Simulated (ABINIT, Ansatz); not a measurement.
```
How the form of the self-energy moves the gap of Na2LiIrF6 (Fm-3m)
1.0
     0.00000    4.00481    4.00481
     4.00481    0.00000    4.00481
     4.00481    4.00481    0.00000
Na Li Ir F
2 1 1 6
Direct
  0.75000 0.75000 0.75000
  0.25000 0.25000 0.25000
  0.50000 0.50000 0.50000
  0.00000 0.00000 0.00000
  0.74768 0.25232 0.25232
  0.25232 0.25232 0.74768
  0.25232 0.74768 0.74768
  0.25232 0.74768 0.25232
  0.74768 0.25232 0.74768
  0.74768 0.74768 0.25232
# method: RPA screening on LDA, plane waves, norm-conserving pseudopotentials (and 4 further levels or steps)
# program: ABINIT 10.8.3
# settings: cutoff 38 Ha, PseudoDojo scalar-relativistic 0.4.1 standard, norm-conserving, ngkpt (2, 2, 2), nband 125, ecuteps 4.2 Ha, gwcalctyp 2, nfreqre 16, nfreqim 8, inclvkb 2, freqremax 40 eV, spmeth 1, nomegasf 120, shiftk (0, 0, 0), symchi 1, awtr 1, frequency cd, 2×2×2 k-mesh
# cost: 9 runs, 8.9 min in all on 4 MPI ranks of Arm Neoverse N1, shared host
# notes: The program’s warnings: Min real frequency set to default [Ha] = and nproc spkpt=  >= nkpt= * nsppol=. The cell and positions are those that the Materials Project relaxed with its own functionals (PBE, PBE+U or r2SCAN), kept fixed. Limits: no spin polarisation; d states lean on the start; no spin-orbit coupling. Static COHSEX lies above G0W0: it lacks the factor Z and overstates the Coulomb hole of the filled states. The 2×2×2 mesh is coarse for this cell, which bears on the long-range parts of exchange and screening. The runs have no spin polarisation. For a closed low-spin shell that is the natural state; where a d or f shell is open it is a constraint, and the gap is then not the crystal’s own.
# G0W0, Godby-Needs plasmon pole: 4.860 eV
# G0W0, Engel-Farid plasmon pole: 4.783 eV
# G0W0, Hybertsen-Louie plasmon pole: 5.073 eV
# one-shot COHSEX: 6.438 eV
# one-shot Hartree-Fock: 12.028 eV
# G0W0, contour deformation: 4.803 eV
# known limits: short of the basis limit; no spin polarisation; d states lean on the start; no spin-orbit coupling; coarse k mesh
```

[Long decimals in the printed logs are rounded to 6 places.]

[Logs are printed without paths, hosts, clocks, repeated set-up lines and the standing remarks that a program may print on its own settings, such as how far it seeks lower states.]

[Paths, hosts, dates, memory and timing lines, banners, echoed tables and standing remarks are left out of the program output; an Ansatz launch command may be rebuilt from the run's recorded settings. Measured values are a selection of at most five: reports struck by readers or far from the other reports are left out. None is set beside runs whose start may be inverted or whose files or cutoffs have a known fault.]

[Runs of the session that timed out or met a known fault of the program may be left out.]

[Hosts, paths, dates, database ids (printed as entryN), source tags and the programs' standing remarks are cut or masked in the printed files.]

[G0W0 gaps are taken among the corrected bands and points alone; a level outside them can change the order at an edge.]

[Where Ansatz stands beside ABINIT at settings called matched, ABINIT's density can come from a denser mesh and the files from another edition; pairs whose starting gaps differed by over 0.03 eV were left out, so agreement reads better than it is.]
